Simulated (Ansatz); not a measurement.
# BaNaCeNbO6 (F-43m): converging the G0W0 gap

How do accuracy and time trade against each other in G0W0 on BaNaCeNbO6 (F-43m)?

Program: Ansatz 0.2.0. Level of theory: G0W0 on PBE, plane waves, PAW; PAW set soft_1. Results are calculated unless marked as measured.

In doubt: one-shot GW on d or f shells is unsure, so the values of those runs are not to be relied on.

## Step 1: Set-up

Symmetry: F-43m, No. 216, cubic system. Conventional cell: a = 8.525 Å, b = 8.525 Å, c = 8.525 Å, α = 90.00°, β = 90.00°, γ = 90.00°. Nearest to Na lie 12 O at 3.02 Å. Nearest to Ba lie 12 O at 3.02 Å. Ce has 6 O at 2.24 Å nearest. Nearest to Nb lie 6 O at 2.02 Å. Nearest to O lie 1 Nb at 2.02 Å and 1 Ce at 2.24 Å and 2 Na at 3.02 Å and 2 Ba at 3.02 Å. Farther neighbours and most contacts between anions are not listed.

As a file:

```cif
data_structure
_symmetry_space_group_name_H-M 'P 1'
_symmetry_Int_Tables_number 1
_cell_length_a 6.0281
_cell_length_b 6.0281
_cell_length_c 6.0281
_cell_angle_alpha 60.000
_cell_angle_beta 60.000
_cell_angle_gamma 60.000
_cell_volume 154.89
loop_
_atom_site_label
_atom_site_type_symbol
_atom_site_fract_x
_atom_site_fract_y
_atom_site_fract_z
_atom_site_occupancy
Na1 Na 0.25000 0.25000 0.25000 1
Ba2 Ba 0.75000 0.75000 0.75000 1
Ce3 Ce 0.00000 0.00000 0.00000 1
Nb4 Nb 0.50000 0.50000 0.50000 1
O5 O 0.73710 0.26290 0.26290 1
O6 O 0.26290 0.73710 0.73710 1
O7 O 0.73710 0.73710 0.26290 1
O8 O 0.26290 0.26290 0.73710 1
O9 O 0.26290 0.73710 0.26290 1
O10 O 0.73710 0.26290 0.73710 1
```

The cell and positions are those that the Materials Project relaxed with its own functionals (PBE, PBE+U or r2SCAN), kept fixed. Spin-orbit coupling is left out unless a step names it.

## Step 2: 139 empty bands, screening to 54 eV

G0W0 replaces the xc potential by the self-energy, built once from these orbitals. Only a window of levels is corrected, while the sums run over the empty bands that the input names. This step takes PAW set soft_1 files.

input.yaml

```yaml
crystal:
  lattice:
    - [0.0, 4.26253043, 4.26253043]
    - [4.26253043, 0.0, 4.26253043]
    - [4.26253043, 4.26253043, 0.0]
  atoms:
    - { symbol: Na, position: [0.25, 0.25, 0.25] }
    - { symbol: Ba, position: [0.75, 0.75, 0.75] }
    - { symbol: Ce, position: [0.0, 0.0, 0.0] }
    - { symbol: Nb, position: [0.5, 0.5, 0.5] }
    - { symbol: O, position: [0.73710248, 0.26289752, 0.26289752] }
    - { symbol: O, position: [0.26289752, 0.73710248, 0.73710248] }
    - { symbol: O, position: [0.73710248, 0.73710248, 0.26289752] }
    - { symbol: O, position: [0.26289752, 0.26289752, 0.73710248] }
    - { symbol: O, position: [0.26289752, 0.73710248, 0.26289752] }
    - { symbol: O, position: [0.73710248, 0.26289752, 0.73710248] }
kpoints:
  mp_grid: { grid: [4, 4, 4] }
hamiltonian:
  xc: pbe
  pseudopotentials: { kind: paw, azcp: { folder: soft_1 } }
scf:
  occupations: { method: fixed }
gw:
  n_empty_bands: 139
  ecut_chi: 54
  qp_bands: [v3, c3]
  qp_kpoints: band_edges
  screening: { model: contour_deformation }
```

On the command line:

```bash
$ ansatz run input.yaml --threads 2 --pin off --max-ram 92160MiB --backend cuda --events-out ev --progress --plain --runs-dir out --devices 1 --max-vram 13GiB
```

Numbers of over 12 decimals in the logs are rounded to 6 here.

What it wrote:

```text
GPUs: using 1 of 1 available (devices: 1).
Engine: ansatz 0.2.0, x86_64-unknown-linux-gnu
Pseudopotentials: kind: paw
Pseudopotential: Na, paw, valence charge 9, recommended cutoff 420 eV (normal), soft_1/Na.paw.azcp
Pseudopotential: Ba, paw, valence charge 10, recommended cutoff 420 eV (normal), soft_1/Ba.paw.azcp
Pseudopotential: Ce, paw, valence charge 12, recommended cutoff 420 eV (normal), soft_1/Ce.paw.azcp
Pseudopotential: Nb, paw, valence charge 13, recommended cutoff 420 eV (normal), soft_1/Nb.paw.azcp
Pseudopotential: O, paw, valence charge 6, recommended cutoff 420 eV (normal), soft_1/O.paw.azcp
Functional definition: PBE
  parameter kappa = 0.804
  parameter beta = 0.066725
  exchange = pbe_x(kappa = kappa, mu = beta*pi^2/3)
  correlation = pbe_c(beta = beta)
device memory: the entry about to start is reckoned to put 2.5 GiB on a device that reports 21.2 GiB free (of which the cap on the GPU budget leaves the run 13.0 GiB)
GPU FFT provider: cuFFT
GPU libraries: cuBLAS 13.8.2, cuFFT 12.4.0, cuSOLVER 12.3.4
Crystal: 10 atoms, lattice volume = 154.893 Å³
Basis set: ecut = 420 eV, 2975 PW (Γ)
Bands: 50, of which v1, the nominal top of the filled ones, is band 40 counted from 1 (39 counted from 0)
Symmetry: 24 space group operations
Space group: F-43m (ITA 216), of the structure as read, at distance tolerance 5.4e-5 Å
k-points: 8 of 64 (time reversal used)
Non-local potential: Na, projectors of the file, l = 0: 3, l = 1: 2, l = 2: 1
Non-local potential: Ba, projectors of the file, l = 0: 3, l = 1: 2, l = 2: 2, l = 3: 2
Non-local potential: Ce, projectors of the file, l = 0: 3, l = 1: 2, l = 2: 2, l = 3: 3
Non-local potential: Nb, projectors of the file, l = 0: 3, l = 1: 2, l = 2: 2, l = 3: 1
Non-local potential: O, projectors of the file, l = 0: 2, l = 1: 2, l = 2: 1
PAW form: soft (Blöchl's): semilocal exchange-correlation on the pseudo side does not see the compensation charge
PAW one-centre angular grid: Na, 110 points (default); XC on 64 Gauss nodes
PAW one-centre angular grid: Ba, 194 points (default); XC on 64 Gauss nodes
PAW one-centre angular grid: Ce, 590 points (default); XC on 64 Gauss nodes
PAW one-centre angular grid: Nb, 590 points (default); XC on 64 Gauss nodes
PAW one-centre angular grid: O, 110 points (default); XC on 64 Gauss nodes
Initial density: superposition of atomic densities (chi_scale 0.1, normalization cell, long waves kept (reshape's long-wave potential 0.01 eV rms))
Initial wavefunctions: pseudopotential atomic-orbital guess
GPU buffer pool allocated for 91125 grid points (all kernels)
GPU transforms: local potential and band sums: pruned to the plane-wave sphere, on 45×45×45
Functional: x = pbe(κ = 0.804, μ = 0.219515), c = pbe(β = 0.066725)
SCF iter   1: F=—  HF=-21987.201860 eV  |F-HF|=—  |Δ(HF+E_count)|=         —  Δρ=1.28e-1  dr2=5.78e1  ethr=3.10e-3  ⟨swp⟩=4.0  Hψ=1419  notcnv=0  defer=29
preconditioner: auto → Resta (q_TF=auto, 2.444 Å⁻¹)  ε∞=7.2  [insulator: Δε(μ)=0.219 eV  Ē_g=9.257 eV  n_scr=26 (ndim 8)  ℏωp=23.1 eV  f_vac=0.000  ε∞_Penn≈7.2]
SCF iter   2: F=—  HF=-21988.670077 eV  |F-HF|=—  |Δ(HF+E_count)|=    1.47e0  Δρ=1.06e-1  dr2=1.92e1  ethr=3.10e-3  ⟨swp⟩=4.0  Hψ=1098  notcnv=0  defer=54
SCF iter   3: F=—  HF=-21983.693064 eV  |F-HF|=—  |Δ(HF+E_count)|=    4.98e0  Δρ=5.95e-2  dr2=5.70e0  ethr=3.10e-3  ⟨swp⟩=3.5  Hψ=1088  notcnv=0  defer=56
SCF iter   4: F=—  HF=-21982.951055 eV  |F-HF|=—  |Δ(HF+E_count)|=   7.42e-1  Δρ=7.23e-2  dr2=1.36e1  ethr=3.10e-3  ⟨swp⟩=3.6  Hψ=1263  notcnv=0  defer=47
SCF iter   5: F=—  HF=-21982.114668 eV  |F-HF|=—  |Δ(HF+E_count)|=   8.36e-1  Δρ=7.33e-3  dr2=2.03e-1  ethr=3.10e-3  ⟨swp⟩=3.0  Hψ=610  notcnv=0  defer=39
SCF iter   6: F=—  HF=-21982.259326 eV  |F-HF|=—  |Δ(HF+E_count)|=   1.45e-1  Δρ=2.73e-2  dr2=1.77e0  ethr=2.53e-4  ⟨swp⟩=2.8  Hψ=817  notcnv=0  defer=48
SCF iter   7: F=—  HF=-21982.106723 eV  |F-HF|=—  |Δ(HF+E_count)|=   1.53e-1  Δρ=5.02e-3  dr2=6.39e-2  ethr=2.53e-4  ⟨swp⟩=3.1  Hψ=765  notcnv=0  defer=52
SCF iter   8: F=—  HF=-21982.099941 eV  |F-HF|=—  |Δ(HF+E_count)|=   6.78e-3  Δρ=2.41e-3  dr2=1.35e-2  ethr=7.99e-5  ⟨swp⟩=2.4  Hψ=436  notcnv=0  defer=50
SCF iter   9: F=—  HF=-21982.098071 eV  |F-HF|=—  |Δ(HF+E_count)|=   1.87e-3  Δρ=5.35e-4  dr2=6.26e-4  ethr=1.69e-5  ⟨swp⟩=3.1  Hψ=490  notcnv=0  defer=55
SCF iter  10: F=—  HF=-21982.097984 eV  |F-HF|=—  |Δ(HF+E_count)|=   8.71e-5  Δρ=1.87e-4  dr2=8.45e-5  ethr=7.82e-7  ⟨swp⟩=2.0  Hψ=660  notcnv=0  defer=58
SCF iter  11: F=—  HF=-21982.097974 eV  |F-HF|=—  |Δ(HF+E_count)|=   1.07e-5  Δρ=6.33e-5  dr2=9.26e-6  ethr=1.06e-7  ⟨swp⟩=1.6  Hψ=403  notcnv=0  defer=33
SCF iter  12: F=—  HF=-21982.097973 eV  |F-HF|=—  |Δ(HF+E_count)|=   8.07e-7  Δρ=2.29e-5  dr2=1.03e-6  ethr=1.16e-8  ⟨swp⟩=1.1  Hψ=378  notcnv=0  defer=45
SCF iter  13: F=-21982.097973 eV  HF=-21982.097973 eV  |F-HF|=2.94e-9  |Δ(HF+E_count)|=   7.46e-8  Δρ=2.29e-6  dr2=8.88e-9  ethr=1.25e-10  ⟨swp⟩=8.6  Hψ=1745  notcnv=0
SCF 1 converged in 13 iterations: F = -21982.097973 eV  dr2 = 8.88e-9
  greatest PAW one-centre occupation: 0.999 electrons in one spin orbital (limit 2), on the Na atom at site 0 (counted from 0), in its partial waves of l = 0
[...]
E_kinetic    = 1892.500454
  E_local      = -5275.105290  (includes V_loc(G=0)·N_el)
  E_nonlocal   = 870.445611
  E_hartree    = 1877.926456
  E_xc         = -981.248240
  E_vxc        = -1101.348172  (∫ρ·V_xc dr)
  E_paw        = -15116.125599  (= ΣΔE_a)
  E_vpaw       = -594.168799  (= ΣTr[D̂ρ^β])
  E_aug_tail   = 0.004539  (compensation charges beyond the density's cutoff)
  E_ewald      = -5250.495903
  E_smearing   = -0.000000  (= −TS)
  E_closure    = 0.000000  (closes the sum)
  Σ components = -21982.097973   (vs F -21982.097973, Δ=0.00e0)
--- Band table (eV; the first three rows and the last of 8) ---
  k-point 0: bands = [... 36 lower, 6.9150, 7.5597, 7.5597, 7.5597, 9.5841, 9.8838, 9.8838, 9.8838, ... 6 higher]
  k-point 1: bands = [... 36 lower, 6.6143, 7.3614, 7.3614, 7.3932, 9.5902, 9.7372, 9.7372, 9.9142, ... 6 higher]
  k-point 2: bands = [... 36 lower, 6.8288, 7.0726, 7.0726, 7.1354, 9.5950, 9.6738, 9.6738, 9.9425, ... 6 higher]
  k-point 7: bands = [... 36 lower, 6.8149, 6.9887, 7.2570, 7.3594, 9.5991, 9.8191, 9.8250, 9.8524, ... 6 higher]
--- G₀W₀: contour deformation, 6 samples at zero and on the imaginary axis and 1 off it, 64 q-points, 139 empty bands' worth ---
  eigenvalues of the whole cell's RPA ε∞ on this k-mesh (on a slab, of 1 + 4πα/V) = 5.4611, 5.4611, 5.4611; static W/v taken at q = 0 is 0.183114
  bands read: the sum over 179 bands ends inside a degenerate multiplet in 4 slots, whose members it reads at an even weight; the widest, k=0: bands 179 to 181 (counted from 1) at 1/3 each
  gw.qp_kpoints: band_edges: 8 of 8 stored k-points solved, in 1 pass; an edge of the gap read off the rows below is read off those points alone
  `?` marks the rows in doubt; gw_qp.tsv's column doubts and the gw_qp event give each row's grounds
    ik  band        ε_KS         Σx   Σc(E_QP)       V_xc       Z   E_QP_lin       E_QP  E_QP is
     0    38      7.5597   -25.4374     4.9312   -20.4971  0.7101     7.5505     7.5505  root
     0    39      7.5597   -25.4374     4.9312   -20.4971  0.7101     7.5505     7.5505  root
     0    40      7.5597   -25.4374     4.9312   -20.4971  0.7101     7.5505     7.5505  root
     0    41      9.5841   -22.4795   -12.2657   -37.3611  0.5813    12.7204    12.2000  root ?
     0    42      9.8838   -23.5407   -11.5285   -37.6684  0.5818    12.9805    12.4830  root ?
     0    43      9.8838   -23.5407   -11.5285   -37.6684  0.5818    12.9805    12.4830  root ?
     1    38      7.3614   -25.1533     4.8656   -20.2645  0.7087     7.3381     7.3381  root
     1    39      7.3614   -25.1533     4.8656   -20.2645  0.7087     7.3381     7.3381  root
     1    40      7.3932   -25.2951     4.8247   -20.4805  0.7067     7.4033     7.4033  root
     1    41      9.5902   -22.5456   -12.2957   -37.4587  0.5805    12.7302    12.2076  root ?
     1    42      9.7372   -22.3492   -10.8326   -35.7621  0.6018    12.7650    12.3174  root ?
     1    43      9.7372   -22.3492   -10.8326   -35.7621  0.6018    12.7650    12.3174  root ?
     2    38      7.0726   -24.9238     4.7295   -20.1917  0.7032     7.0700     7.0700  root
     2    39      7.0726   -24.9238     4.7295   -20.1917  0.7032     7.0700     7.0700  root
     2    40      7.1354   -25.1238     4.7161   -20.4372  0.6997     7.1649     7.1650  root
     2    41      9.5950   -22.5946   -12.3207   -37.5339  0.5799    12.7379    12.2137  root ?
     2    42      9.6738   -22.4882   -10.8458   -35.9499  0.6039    12.7449    12.2898  root ?
     2    43      9.6738   -22.4882   -10.8458   -35.9499  0.6039    12.7449    12.2898  root ?
     3    38      7.2786   -25.5472     4.7016   -20.8992  0.7117     7.3322     7.3323  root
     3    39      7.2786   -25.5472     4.7016   -20.8992  0.7117     7.3322     7.3323  root
     3    40      7.5482   -25.4077     4.9313   -20.4634  0.7100     7.5352     7.5352  root
     3    41      9.5915   -22.5558   -12.3012   -37.4745  0.5804    12.7320    12.2091  root ?
     3    42      9.7974   -22.9230   -11.1542   -36.6722  0.5927    12.8640    12.3925  root ?
     3    43      9.7974   -22.9230   -11.1542   -36.6722  0.5927    12.8640    12.3925  root ?
     4    38      6.8957   -24.8865     4.7640   -20.0973  0.7036     6.8705     6.8705  root
     4    39      6.9287   -25.0385     4.7684   -20.2356  0.7117     6.8942     6.8942  root
     4    40      7.3863   -25.2383     4.8569   -20.3693  0.7084     7.3741     7.3741  root
     4    41      9.5971   -22.6125   -12.3263   -37.5577  0.5797    12.7407    12.2160  root ?
     4    42      9.7505   -22.6215   -11.0099   -36.2266  0.5979    12.8070    12.3457  root ?
     4    43      9.7919   -23.1393   -11.2652   -37.0169  0.5907    12.8862    12.4042  root ?
     5    38      6.9969   -24.8073     4.6492   -20.1741  0.7020     7.0129     7.0129  root
     5    39      7.2019   -25.0317     4.7368   -20.3057  0.7027     7.2126     7.2127  root
     5    40      7.3301   -25.6710     4.7194   -21.0019  0.7161     7.3804     7.3804  root
     5    41      9.5963   -22.6053   -12.3185   -37.5424  0.5799    12.7392    12.2149  root ?
     5    42      9.7159   -22.6353   -10.9718   -36.2196  0.6002    12.7906    12.3285  root ?
     5    43      9.7713   -22.7884   -10.9666   -36.3413  0.5961    12.8169    12.3576  root ?
     6    38      7.1081   -26.5634     4.3076   -22.5259  0.7164     7.3768     7.3783  root
     6    39      7.1438   -26.4995     4.3990   -22.3280  0.7201     7.3702     7.3713  root
     6    40      7.5373   -25.3783     4.9320   -20.4288  0.7098     7.5199     7.5199  root
     6    41      9.5961   -22.5979   -12.3245   -37.5411  0.5798    12.7393    12.2148  root ?
     6    42      9.8513   -23.4954   -11.6097   -37.7233  0.5828    12.9734    12.4695  root ?
     6    43      9.8513   -23.4954   -11.6097   -37.7233  0.5828    12.9734    12.4695  root ?
     7    38      6.9887   -25.8756     4.4464   -21.6043  0.7070     7.1630     7.1637  root
     7    39      7.2570   -25.8918     4.6340   -21.3532  0.7172     7.3522     7.3524  root
     7    40      7.3594   -25.5982     4.7178   -20.9272  0.7145     7.4061     7.4062  root
     7    41      9.5991   -22.6320   -12.3363   -37.5878  0.5795    12.7440    12.2186  root ?
     7    42      9.8191   -23.1083   -11.2628   -36.9691  0.5897    12.8965    12.4172  root ?
     7    43      9.8250   -23.0701   -11.1756   -36.8330  0.5903    12.8853    12.4123  root ?
[key lines of the parts left out:]
SCF converged after 13 iterations
Free energy (F): -21982.097973 eV
Fermi energy:    7.559650 eV
```

It took 16 s on 1 × NVIDIA H100 80GB HBM3 (shared by 6 runs) with 2 threads of AMD EPYC 7R13 (Zen 3), shared host; peak memory 1.2 GiB; 18 s of CPU time.

This step gave:

```yaml
bands_summed: 179
rpa_eps_infinity_on_this_mesh_eigenvalues: 5.461, 5.461, 5.461
plane_waves_in_the_screening_matrix: 137
q_points_in_the_mesh: 64
g0w0_gap_on_the_mesh: 4.649 eV
k_of_the_valence_top: 0, 0, 0
k_of_the_conduction_bottom: 0, 0, 0
starting_gap_on_the_mesh: 2.024 eV
z_at_the_valence_top: 0.7101
z_at_the_conduction_bottom: 0.5813
least_direct_g0w0_gap_on_the_computed_points: 4.649 eV
```

The gap on the mesh goes from 2.02 eV to 4.65 eV, a correction of +2.63 eV. The program marks an edge row as in doubt. Between the two edge states, bare exchange in place of the xc potential would open the gap by 19.82 eV, and correlation takes back 17.20 eV.

## Step 3: 394 empty bands, screening to 108 eV

Bands and screening cutoff are moved together, since each hides the error of the other.

Changes to input.yaml since step 2:

```diff
@@ -24,4 +24,4 @@
 gw:
-  n_empty_bands: 139
-  ecut_chi: 54
+  n_empty_bands: 394
+  ecut_chi: 108
   qp_bands: [v3, c3]
```

What it wrote:

```text
GPUs: using 1 of 1 available (devices: 1).
[...]
GPU FFT provider: cuFFT
GPU libraries: cuBLAS 13.8.2, cuFFT 12.4.0, cuSOLVER 12.3.4
Crystal: 10 atoms, lattice volume = 154.893 Å³
Basis set: ecut = 420 eV, 2975 PW (Γ)
Bands: 50, of which v1, the nominal top of the filled ones, is band 40 counted from 1 (39 counted from 0)
Symmetry: 24 space group operations
[...]
k-points: 8 of 64 (time reversal used)
[...]
GPU buffer pool allocated for 91125 grid points (all kernels)
[...]
SCF iter   1: F=—  HF=-21987.201860 eV  |F-HF|=—  |Δ(HF+E_count)|=         —  Δρ=1.28e-1  dr2=5.78e1  ethr=3.10e-3  ⟨swp⟩=4.0  Hψ=1419  notcnv=0  defer=29
[...]
SCF iter  13: F=-21982.097973 eV  HF=-21982.097973 eV  |F-HF|=2.94e-9  |Δ(HF+E_count)|=   7.46e-8  Δρ=2.29e-6  dr2=8.88e-9  ethr=1.25e-10  ⟨swp⟩=8.6  Hψ=1745  notcnv=0
SCF 1 converged in 13 iterations: F = -21982.097973 eV  dr2 = 8.88e-9
[...]
NSCF: frozen V_eff on 8 k-points
[...]
G₀W₀ screening: q 1/8
[... further progress lines ...]
[...]
SCF converged after 13 iterations
Free energy (F): -21982.097973 eV
[...]
Internal energy: -21982.097973 eV  (E = F + TS)
E sigma→0 (E₀):  -21982.097973 eV
Fermi energy:    7.559650 eV
[...]
--- Band table (eV; the first three rows and the last of 8) ---
  k-point 0: bands = [... 36 lower, 6.9150, 7.5597, 7.5597, 7.5597, 9.5841, 9.8838, 9.8838, 9.8838, ... 6 higher]
[...]
0    42      9.8838   -23.5407   -12.1586   -37.6684  0.5658    12.2608    11.8529  root ?
     0    43      9.8838   -23.5407   -12.1586   -37.6684  0.5658    12.2608    11.8529  root ?
     1    38      7.3614   -25.1533     4.6261   -20.2645  0.7008     7.0968     7.0986  root
     1    39      7.3614   -25.1533     4.6261   -20.2645  0.7008     7.0968     7.0986  root
     1    40      7.3932   -25.2951     4.5843   -20.4805  0.6985     7.1615     7.1629  root
     1    41      9.5902   -22.5456   -12.9495   -37.4587  0.5653    12.0152    11.5539  root ?
     1    42      9.7372   -22.3492   -11.4614   -35.7621  0.5866    12.0642    11.6887  root ?
     1    43      9.7372   -22.3492   -11.4614   -35.7621  0.5866    12.0642    11.6887  root ?
     2    38      7.0726   -24.9238     4.4861   -20.1917  0.6954     6.8249     6.8266  root
     2    39      7.0726   -24.9238     4.4861   -20.1917  0.6954     6.8249     6.8266  root
[...]
2    41      9.5950   -22.5946   -12.9767   -37.5339  0.5647    12.0219    11.5577  root ?
     2    42      9.6738   -22.4882   -11.4755   -35.9499  0.5887    12.0393    11.6600  root ?
[...]
6    40      7.5373   -25.3783     4.6946   -20.4288  0.7016     7.2808     7.2825  root
[...]
6    43      9.8513   -23.4954   -12.2550   -37.7233  0.5668    12.2500    11.8242  root ?
     7    38      6.9887   -25.8756     4.1591   -21.6043  0.6996     6.8762     6.8765  root
     7    39      7.2570   -25.8918     4.3497   -21.3532  0.7098     7.0672     7.0680  root
     7    40      7.3594   -25.5982     4.4516   -20.9272  0.7068     7.1388     7.1400  root
     7    41      9.5991   -22.6320   -12.9939   -37.5878  0.5642    12.0271    11.5610  root ?
     7    42      9.8191   -23.1083   -11.9142   -36.9691  0.5740    12.1825    11.7657  root ?
     7    43      9.8250   -23.0701   -11.8226   -36.8330  0.5746    12.1754    11.7653  root ?
```

Elapsed: 28 s, on 1 × NVIDIA H100 80GB HBM3 (shared by 6 runs) with 2 threads; peak memory 1.6 GiB; 33 s of CPU time.

Numbers from this step:

```yaml
bands_summed: 434
rpa_eps_infinity_on_this_mesh_eigenvalues: 5.428, 5.428, 5.428
plane_waves_in_the_screening_matrix: 411
q_points_in_the_mesh: 64
g0w0_gap_on_the_mesh: 4.237 eV
k_of_the_valence_top: 0, 0, 0
k_of_the_conduction_bottom: 0, 0, 0
starting_gap_on_the_mesh: 2.024 eV
z_at_the_valence_top: 0.7019
z_at_the_conduction_bottom: 0.5661
least_direct_g0w0_gap_on_the_computed_points: 4.237 eV
```

Against the run with 4×4×4 mesh, 139 empty bands, screening to 54 eV, PAW set soft_1 files, the gap moves by −0.41 eV.

## Step 4: 849 empty bands, screening to 180 eV

Changes to input.yaml since step 3:

```diff
@@ -24,4 +24,4 @@
 gw:
-  n_empty_bands: 394
-  ecut_chi: 108
+  n_empty_bands: 849
+  ecut_chi: 180.0
   qp_bands: [v3, c3]
```

What it wrote:

```text
GPUs: using 1 of 1 available (devices: 1).
[...]
GPU FFT provider: cuFFT
GPU libraries: cuBLAS 13.8.2, cuFFT 12.4.0, cuSOLVER 12.3.4
Crystal: 10 atoms, lattice volume = 154.893 Å³
Basis set: ecut = 420 eV, 2975 PW (Γ)
Bands: 50, of which v1, the nominal top of the filled ones, is band 40 counted from 1 (39 counted from 0)
Symmetry: 24 space group operations
[...]
k-points: 8 of 64 (time reversal used)
[...]
7    39      7.2570   -25.8918     4.1143   -21.3532  0.7053     6.8281     6.8326  root
     7    40      7.3594   -25.5982     4.2263   -20.9272  0.7021     6.9097     6.9147  root
     7    41      9.5991   -22.6320   -13.1231   -37.5878  0.5577    11.7466    11.4318  root ?
     7    42      9.8191   -23.1083   -12.0783   -36.9691  0.5665    11.8881    11.6017  root ?
     7    43      9.8250   -23.0701   -11.9887   -36.8330  0.5671    11.8816    11.5992  root ?
[key lines of the parts left out:]
SCF converged after 13 iterations
Free energy (F): -21982.097973 eV
Fermi energy:    7.559650 eV
```

Run time: 51 s. Hardware: 1 × NVIDIA H100 80GB HBM3 (shared by 6 runs) with 2 threads; peak memory 2.6 GiB; 77 s of CPU time.

This step gave:

- bands summed: 889
- RPA ε∞ on this mesh (eigenvalues): 5.410, 5.410, 5.410
- plane waves in the screening matrix: 869
- G0W0 gap on the mesh: 4.320 eV
- k of the valence top: 0, 0, 0
- k of the conduction bottom: 0, 0, 0
- starting gap on the mesh: 2.024 eV
- least direct G0W0 gap on the computed points: 4.320 eV

Against the run with 4×4×4 mesh, 394 empty bands, screening to 108 eV, PAW set soft_1 files, the gap moves by +0.08 eV.

(Continued in part 2 of 2.)

[Paths, hosts, dates, memory and timing lines, banners, echoed tables and standing remarks are left out of the program output.]

[Logs are printed without paths, hosts, clocks, repeated set-up lines and the standing remarks that a program may print on its own settings, such as how far it seeks lower states.]

[Runs of the session that timed out or met a known fault of the program may be left out.]

[Cells called generated may have been cut or substituted from an entry of the Crystallography Open Database or the Materials Project.]

[Hosts, paths, dates, database ids (printed as entryN), source tags and the programs' standing remarks are cut or masked in the printed files.]
